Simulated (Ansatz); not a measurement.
# ScCo3C (Pm-3m): Grüneisen parameters, part 2 of 2

Does ScCo3C (Pm-3m) expand much on heating, by its phonons?

Ansatz 0.2.0; DFT PBEsol, scalar-relativistic, plane waves, PAW; PAW set soft_1.

So far, highest frequency on the path or at a solved wavevector (cm⁻¹): step 2 (response at finite wavevector) 727.

### 4. Phonons at the other volume, volume ratio 0.97

The phonons are repeated at this volume on the same k and q meshes.

input.yaml

```yaml
crystal:
  lattice:
    - [3.7216465057, 0.0, 0.0]
    - [0.0, 3.7216465057, 0.0]
    - [0.0, 0.0, 3.7216465057]
  atoms:
    - { symbol: Sc, position: [0.0, 0.0, 0.0] }
    - { symbol: Co, position: [0.0, 0.5, 0.5] }
    - { symbol: Co, position: [0.5, 0.0, 0.5] }
    - { symbol: Co, position: [0.5, 0.5, 0.0] }
    - { symbol: C, position: [0.5, 0.5, 0.5] }
kpoints:
  mp_grid: { grid: [12, 12, 12] }
hamiltonian:
  xc: pbesol
  pseudopotentials: { kind: paw, azcp: { folder: soft_1 }, xc_functional: pbe }
scf:
  occupations: { method: methfessel_paxton, width: 0.2 }
output:
  eigenvalues: true
phonons:
  method: dfpt
  qmesh: [2, 2, 2]
  temperatures: { t_max: 1000, t_step: 50 }
  qpath:
    path:
      - [[0.0, 0.0, 0.0], [0.0, 0.5, 0.0], [0.5, 0.5, 0.0], [0.0, 0.0, 0.0], [0.5, 0.5, 0.5], [0.0, 0.5, 0.0]]
      - [[0.5, 0.5, 0.5], [0.5, 0.5, 0.0]]
    npoints: 10
```

Run with:

```bash
$ ansatz run input.yaml --threads 4 --pin off --max-ram 10240MiB --backend cpu --events-out ev --progress --plain --runs-dir out
```

Numbers of over 12 decimals in the logs are rounded to 6 here.

The program printed:

```text
[...]
Crystal: 5 atoms, lattice volume = 51.547 Å³
Basis set: ecut = 420 eV, 1021 PW (Γ), exchange–correlation on 50×50×50 points (8 copies of the dense FFT grid, shifted against one another)
Bands: 40, of which v1, the nominal top of the filled ones, is band 33 counted from 1 (32 counted from 0)
Symmetry: 48 space group operations
k-points: 84 of 1728
[...]
SCF iter   1: F=—  HF=-17638.960829 eV  |F-HF|=—  |Δ(HF+E_count)|=         —  Δρ=7.08e-2  dr2=1.34e0  ethr=3.10e-3  ⟨swp⟩=4.2  Hψ=9967  notcnv=0
[...]
SCF iter  11: F=-17638.817372 eV  HF=-17638.817372 eV  |F-HF|=0.00e0  |Δ(HF+E_count)|=  1.82e-11  S|Δr|=    0.00e0  Δρ=7.19e-8  dr2=1.60e-12  ethr=1.00e-12  ⟨swp⟩=9.9  Hψ=17337  notcnv=0
SCF 1 converged in 11 iterations: F = -17638.817372 eV  dr2 = 1.60e-12
[...]
SCF iter   7: F=-17638.817372 eV  HF=-17638.817372 eV  |F-HF|=0.00e0  |Δ(HF+E_count)|=    0.00e0  S|Δr|=    0.00e0  Δρ=5.73e-8  dr2=1.19e-12  ethr=1.00e-12  ⟨swp⟩=3.0  Hψ=7008  notcnv=0
SCF 2 converged in 7 iterations: F = -17638.817372 eV  dr2 = 1.19e-12
[...]
NSCF: frozen V_eff on 84 k-points
[...]
SCF converged after 11 iterations
[...]
Free energy (F): -17638.817372 eV
[...]
Internal energy: -17638.826626 eV  (E = F + TS)
E sigma→0 (E₀):  -17638.819685 eV
Entropy (-TS):   0.009254 eV (1.851 meV/atom)
Fermi energy:    18.013662 eV
[...]
--- Band table (eV; the first three rows and the last of 84) ---
  k-point 0: bands = [... 29 lower, 16.7186, 16.7186, 17.8573, 17.8573, 17.8573, 18.1310, 20.5893, 20.5893, ... 3 higher]
  k-point 1: bands = [... 29 lower, 16.7203, 16.8473, 17.8574, 17.8977, 17.8977, 18.0977, 20.5649, 20.6414, ... 3 higher]
  k-point 2: bands = [... 29 lower, 16.7236, 17.0027, 17.8576, 17.9981, 18.0133, 18.0133, 20.4964, 20.7869, ... 3 higher]
  k-point 83: bands = [... 29 lower, 17.8860, 17.8860, 17.8860, 18.1804, 18.1804, 18.1804, 19.1911, 19.1911, ... 3 higher]
[...]
ASR residual: 4.255e-5 → 0.000e0 eV/Å²; symmetrization residual: 3.821e-6 eV/Å²
  ASR residual per site (eV/Å²): 6.86e-6 2.95e-5 2.95e-5 2.95e-5 4.25e-5
[...]
--- Phonons (arbitrary-q DFPT): 4 irreducible q on the 2×2×2 mesh ---
[...]
interpolated dispersion: 62 rows × 15 modes
[...]
```

Elapsed: 9.2 min, on 4 threads of Arm Neoverse V1, shared host; peak memory 2.2 GiB.

This step gave:

```yaml
sum_rule_residual_before_enforcement: 4.25e-5 eV/Å²
highest_frequency_on_the_path_or_at_a_solved_wavevector: 759.7 cm⁻¹
mean_frequency: 310.9 cm⁻¹
debye_temperature_second_moment: 685 K
logarithmic_mean_frequency: 262.8 cm⁻¹
highest_optical_mode_at_the_zone_centre_no_lo_to_term: 638.3 cm⁻¹
lowest_optical_zone_centre_mode: 157.8 cm⁻¹
lowest_mode_on_the_q_mesh_acoustic_modes_at_gamma_apart: 136.8 cm⁻¹
zero_point_energy_per_atom: 57.81 meV
heat_capacity_at_300_k: 20.31 J/(mol atoms K)
vibrational_entropy_at_300_k: 21.89 J/(mol atoms K)
edges_of_the_widest_gap_between_branches_on_path_and_mesh: 421.5, 622.4 cm⁻¹
```

Frequencies (cm⁻¹) solved at each irreducible wavevector; negative means imaginary. Frequencies by wavevector, by row:

```csv
q in reciprocal lattice units,star,mode 1,mode 2,mode 3,mode 4,mode 13,mode 14,mode 15
0 0 0,1,0,0,0,157.8,638.3,638.3,638.3
0 0 -0.5,3,136.8,136.8,144.1,144.1,632.6,632.6,749
0 -0.5 -0.5,3,144.6,144.6,157.4,171.8,622.4,742.6,742.6
-0.5 -0.5 -0.5,1,142.2,142.2,142.2,172.2,759.7,759.7,759.7
```

The highest optical mode at the zone centre (no LO-TO term) is 638.3 cm⁻¹, +40.1 cm⁻¹ against the base run.

### 5. Relaxing at another volume, volume ratio 1.03

The volume is scaled by 1.03 and held; symmetry leaves nothing to relax, so this is a single point. The modes can then be followed against volume.

input.yaml, the sections that differ from step 4:

```yaml
crystal:
  lattice:
    - [3.7968515455, 0.0, 0.0]
    - [0.0, 3.7968515455, 0.0]
    - [0.0, 0.0, 3.7968515455]
  atoms:
    - { symbol: Sc, position: [0.0, 0.0, 0.0] }
    - { symbol: Co, position: [0.0, 0.5, 0.5] }
    - { symbol: Co, position: [0.5, 0.0, 0.5] }
    - { symbol: Co, position: [0.5, 0.5, 0.0] }
    - { symbol: C, position: [0.5, 0.5, 0.5] }
output:
  forces: true
  stress: true
  eigenvalues: true
# kpoints, hamiltonian, scf: as in step 4
# phonons: removed
```

The program printed:

```text
[...]
Crystal: 5 atoms, lattice volume = 54.736 Å³
Basis set: ecut = 420 eV, 1045 PW (Γ), exchange–correlation on 54×54×54 points (8 copies of the dense FFT grid, shifted against one another)
Bands: 40, of which v1, the nominal top of the filled ones, is band 33 counted from 1 (32 counted from 0)
Symmetry: 48 space group operations
[...]
k-points: 84 of 1728
[...]
k-point 0: bands = [... 29 lower, 15.5613, 15.5613, 16.6049, 16.6049, 16.6049, 16.8742, 19.1849, 19.1849, ... 3 higher]
  k-point 1: bands = [... 29 lower, 15.5628, 15.6782, 16.6050, 16.6421, 16.6421, 16.8440, 19.1637, 19.2360, ... 3 higher]
  k-point 2: bands = [... 29 lower, 15.5656, 15.8192, 16.6052, 16.7488, 16.7488, 16.7538, 19.1043, 19.3762, ... 3 higher]
  k-point 83: bands = [... 29 lower, 16.6422, 16.6422, 16.6422, 16.8863, 16.8863, 16.8863, 17.8360, 17.8360, ... 3 higher]
[key lines of the parts left out:]
SCF converged after 9 iterations
Free energy (F): -17638.820986 eV
Fermi energy:    16.762574 eV
P = ⅓ Tr σ = -6.5017 GPa (-65.017 kbar)
```

The job ended after 3.5 s (4 threads; peak memory 0.47 GiB).

This step gave:

```yaml
pressure: -6.502 GPa
volume_per_atom: 10.95 Å³
```

The run ends at a pressure of -6.50 GPa.

### 6. Phonons at the other volume, volume ratio 1.03

The phonons are repeated at this volume on the same k and q meshes.

input.yaml: that of step 5 with these lines changed.

```diff
@@ -19,4 +19,11 @@
 output:
-  forces: true
-  stress: true
   eigenvalues: true
+phonons:
+  method: dfpt
+  qmesh: [2, 2, 2]
+  temperatures: { t_max: 1000, t_step: 50 }
+  qpath:
+    path:
+      - [[0.0, 0.0, 0.0], [0.0, 0.5, 0.0], [0.5, 0.5, 0.0], [0.0, 0.0, 0.0], [0.5, 0.5, 0.5], [0.0, 0.5, 0.0]]
+      - [[0.5, 0.5, 0.5], [0.5, 0.5, 0.0]]
+    npoints: 10
```

The program printed:

```text
[...]
Crystal: 5 atoms, lattice volume = 54.736 Å³
Basis set: ecut = 420 eV, 1045 PW (Γ), exchange–correlation on 54×54×54 points (8 copies of the dense FFT grid, shifted against one another)
Bands: 40, of which v1, the nominal top of the filled ones, is band 33 counted from 1 (32 counted from 0)
Symmetry: 48 space group operations
k-points: 84 of 1728
[...]
k-point 83: bands = [... 29 lower, 16.6422, 16.6422, 16.6422, 16.8863, 16.8863, 16.8863, 17.8360, 17.8360, ... 3 higher]
[...]
ASR residual: 1.486e-5 → 0.000e0 eV/Å²; symmetrization residual: 2.687e-6 eV/Å²
  ASR residual per site (eV/Å²): 1.49e-5 1.22e-5 1.22e-5 1.22e-5 4.85e-6
[...]
--- Phonons (arbitrary-q DFPT): 4 irreducible q on the 2×2×2 mesh ---
[...]
interpolated dispersion: 62 rows × 15 modes
[...]
[key lines of the parts left out:]
SCF converged after 11 iterations
Free energy (F): -17638.820986 eV
Fermi energy:    16.762576 eV
```

Wall time 9.5 min (4 threads); peak memory 2.3 GiB; 37 min of CPU time.

Numbers from this step:

* sum-rule residual before enforcement: 1.49e-5 eV/Å²
* highest frequency on the path or at a solved wavevector: 694.9 cm⁻¹
* mean frequency: 280.8 cm⁻¹
* Debye temperature (second moment): 616 K
* logarithmic mean frequency: 239.2 cm⁻¹
* highest optical mode at the zone centre (no LO-TO term): 559.5 cm⁻¹
* lowest optical zone-centre mode: 151.4 cm⁻¹
* lowest mode on the q mesh (acoustic modes at Γ apart): 129.8 cm⁻¹
* zero-point energy per atom: 52.22 meV
* heat capacity at 300 K: 20.98 J/(mol atoms K)
* vibrational entropy at 300 K: 23.79 J/(mol atoms K)
* edges of the widest gap between branches, on path and mesh: 376.7, 542.6 cm⁻¹

The highest optical mode at the zone centre (no LO-TO term) is 559.5 cm⁻¹, -38.7 cm⁻¹ against the base run.

### 7. Grüneisen parameters

The Grüneisen parameter of a mode is minus the logarithmic change of its frequency with volume, −d ln ω / d ln V; weighted by heat capacity it gives the expansion.

This step gave:

```
bulk modulus : 235.2 GPa
```

The phonon branches at the labelled points (cm⁻¹):

```
    point  branch 1  branch 2  branch 3  branch 4  branch 12  branch 13  branch 14  branch 15
        Γ         0         0         0       155        259        598        598        598
  halfway        76        76       134       159        259        595        595        654
        X       133       133       139       139        314        592        592        715
  halfway       140       149       159       160        331        587        648        712
        M       140       140       156       168        361        582        709        709
  halfway       108       109       168       170        286        591        650        652
        Γ         0         0         0       155        259        598        598        598
  halfway       127       127       180       186        312        650        650        653
        R       137       137       137       170        398        727        727        727
  halfway       150       154       155       169        349        649        652        715
        X       133       133       139       139        314        592        592        715
jump to R       137       137       137       170        398        727        727        727
  halfway       142       142       163       173        376        652        718        718
        M       140       140       156       168        361        582        709        709
```

The same for volume x 0.97:

```
point  branch 1  branch 2  branch 3  branch 4  branch 12  branch 13  branch 14  branch 15
    Γ         0         0         0       158        273        638        638        638
    X       137       137       144       144        336        633        633        749
    M       145       145       157       172        383        622        743        743
    Γ         0         0         0       158        273        638        638        638
    R       142       142       142       172        422        760        760        760
    X       137       137       144       144        336        633        633        749
    R       142       142       142       172        422        760        760        760
    M       145       145       157       172        383        622        743        743
```

The same for volume x 1.03:

```csv
point,branch 1,branch 2,branch 3,branch 4,branch 12,branch 13,branch 14,branch 15
Γ,0,0,0,151,245,560,560,560
X,130,130,134,134,292,554,554,683
M,136,136,154,164,340,543,678,678
Γ,0,0,0,151,245,560,560,560
R,132,132,132,167,377,695,695,695
X,130,130,134,134,292,554,554,683
R,132,132,132,167,377,695,695,695
M,136,136,154,164,340,543,678,678
```

Mode Grueneisen parameter -dln(w)/dln(V), modes matched by rank; at Γ the acoustic branches take the value of a neighbouring point of the path. Mode grüneisen parameters along the path, in :

| point | branch 1 | branch 2 | branch 3 | branch 4 | branch 12 | branch 13 | branch 14 | branch 15 |
| --- | --- | --- | --- | --- | --- | --- | --- | --- |
| Γ | 1.16 | 1.16 | 1.74 | 0.69 | 1.77 | 2.20 | 2.20 | 2.20 |
| halfway | 1.12 | 1.12 | 1.48 | 0.78 | 1.78 | 2.21 | 2.21 | 1.82 |
| X | 0.88 | 0.88 | 1.21 | 1.21 | 2.29 | 2.22 | 2.22 | 1.53 |
| halfway | 0.74 | 0.88 | 1.30 | 1.33 | 2.05 | 2.25 | 1.83 | 1.53 |
| M | 0.98 | 0.98 | 0.40 | 0.74 | 2.02 | 2.29 | 1.53 | 1.53 |
| halfway | 1.15 | 0.84 | 1.09 | 1.42 | 1.77 | 2.23 | 1.82 | 1.83 |
| Γ | 1.12 | 1.54 | 1.70 | 0.69 | 1.77 | 2.20 | 2.20 | 2.20 |
| halfway | 0.93 | 0.93 | 1.03 | 1.56 | 1.65 | 1.82 | 1.82 | 1.82 |
| R | 1.30 | 1.30 | 1.30 | 0.52 | 1.87 | 1.49 | 1.49 | 1.49 |
| halfway | 1.10 | 0.91 | 1.25 | 0.94 | 1.86 | 1.82 | 1.82 | 1.52 |
| X | 0.88 | 0.88 | 1.21 | 1.21 | 2.29 | 2.22 | 2.22 | 1.53 |
| jump to R | 1.30 | 1.30 | 1.30 | 0.52 | 1.87 | 1.49 | 1.49 | 1.49 |
| halfway | 1.18 | 1.18 | 0.46 | 1.36 | 1.88 | 1.81 | 1.51 | 1.51 |
| M | 0.98 | 0.98 | 0.40 | 0.74 | 2.02 | 2.29 | 1.53 | 1.53 |

(dS/dlnV)/C_V. The thermodynamic Grueneisen parameter by temperature:

| temperature (K) | thermodynamic Grueneisen parameter |
| --- | --- |
| 50 | 1.24 |
| 100 | 1.39 |
| 150 | 1.46 |
| 200 | 1.49 |
| 250 | 1.51 |
| 300 | 1.53 |
| 350 | 1.54 |
| 400 | 1.54 |
| 450 | 1.55 |
| 500 | 1.55 |
| 550 | 1.55 |
| 600 | 1.56 |
| 650 | 1.56 |
| 700 | 1.56 |
| 750 | 1.56 |
| 800 | 1.56 |
| 850 | 1.56 |
| 900 | 1.56 |
| 950 | 1.56 |
| 1000 | 1.56 |

Gamma C_V/(B V) at the static volume. Volume expansion against temperature:

| temperature (K) | volume expansion (1e-6/K) |
| --- | --- |
| 50 | 2.34 |
| 100 | 9.54 |
| 150 | 14.4 |
| 200 | 17.4 |
| 250 | 19.5 |
| 300 | 20.9 |
| 350 | 22 |
| 400 | 22.8 |
| 450 | 23.4 |
| 500 | 23.8 |
| 550 | 24.1 |
| 600 | 24.4 |
| 650 | 24.6 |
| 700 | 24.8 |
| 750 | 24.9 |
| 800 | 25.1 |
| 850 | 25.1 |
| 900 | 25.2 |
| 950 | 25.3 |
| 1000 | 25.4 |

### 8. Outcome

| Item | Value |
| --- | --- |
| bulk modulus | 235 GPa |
| thermodynamic Grüneisen parameter at 300 K | 1.527 |
| volume expansion at 300 K, estimated | 20.95 × 10⁻⁶ K⁻¹ |

In words: By this estimate the volume grows by 20.9 × 10⁻⁶ per kelvin at 300 K. The highest optical mode at Γ goes from 638 to 560 cm⁻¹ as the cell grows, a Grüneisen parameter of 2.20. Mode parameters on the path run from 0.4 to 2.6, with a median of 1.5. Branches are matched by rank, so values near crossings are rough. The expansion is the Grüneisen estimate at the static volume, with the static bulk modulus. The q mesh stands for a supercell only 7.5 Å across, so branches between the solved wavevectors are rough. With no gap, or one that is small against the smearing, the frequencies hang on the k mesh and the smearing, most of all near Kohn anomalies. The phonon runs are without spin polarisation, although Co often carries a moment. The PAW files were made for PBE and serve the other functionals too.

[Logs are printed without paths, hosts, clocks, repeated set-up lines and the standing remarks that a program may print on its own settings, such as how far it seeks lower states.]

[Hosts, paths, dates, database ids (printed as entryN), source tags and the programs' standing remarks are cut or masked in the printed files.]
